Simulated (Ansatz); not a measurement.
# AlN (F-43m): refractive index against wavelength

The refractive index of AlN (F-43m) below the direct gap (4.19 eV on the mesh) is read from one computed spectrum, n = √(Re ε).

Symmetry: F-43m, No. 216, cubic system. The conventional cell has a = 4.368 Å, b = 4.368 Å, c = 4.368 Å, α = 90.00°, β = 90.00°, γ = 90.00°. Around Al on site a lie 4 N at 1.89 Å. N on site d has 4 Al at 1.89 Å as nearest neighbours.

Method: Ansatz 0.2.0, PBE, independent particles, k-mesh 14×14×14 with interpolation inside its cells, Gaussian parameter 0.1 eV.

Launch of the response step: `ansatz run input.yaml --threads 4 --pin off --max-ram 8192MiB --backend cpu --events-out ev --progress --plain --runs-dir out`. The run took 1 s, on 4 threads of AMD EPYC 9R45 96-Core Processor (Zen 5), with other jobs on the host.

| wavelength (nm) | photon energy E (eV) | n |
| --- | --- | --- |
| 1310 | 0.946 | 2.1858 |
| 1064 | 1.165 | 2.1920 |
| 850 | 1.459 | ? |
| 700 | 1.771 | 2.2169 |
| 633 | 1.959 | 2.2272 |
| 532 | 2.331 | 2.2520 |
| 450 | 2.755 | 2.2886 |

In the single-oscillator model n² − 1 = E₀E_d/(E₀² − E²), so 1/(n² − 1) = E₀/E_d − E²/(E₀E_d) is linear in E².

Working, on the rows shown:

| x = E² (eV²) | y = 1/(n² − 1) |
| --- | --- |
| 0.895757 | 0.26471 |
| 1.35784 | 0.262821 |
| 3.13716 | 0.255451 |
| 3.83641 | 0.252498 |
| 5.43137 | 0.245609 |
| 7.59115 | 0.235978 |

Means: x̄ = 3.7083, ȳ = 0.25284. Σ(x − x̄)(y − ȳ) = -0.1363, Σ(x − x̄)² = 31.82. Slope = -0.1363 / 31.82 = -0.004283; intercept = ȳ − slope · x̄ = 0.26873. Turned back into n, the line misses the rows shown by at most 0.00092.

Problem. What does the fit predict for the withheld row, and how well does it do?

Solution. At x = 2.1276 the line gives y = 0.25962, that is 2.2027. The run gave 2.2026, so the interpolation is off by 9.2e-05, 0.1 % of the range in the table.

Refitted with all rows, the slope is -0.004285 and the intercept 0.26874. These give E₀ = √(intercept/−slope) = 7.92 eV and E_d = E₀/intercept = 29.5 eV; E₀ is 1.9 times the direct gap. The electronic limit at long wavelengths, without lattice vibrations, is n = √(1 + 1/intercept) = 2.173. Excitons are left out and so are local fields; PBE gaps are as a rule too small.
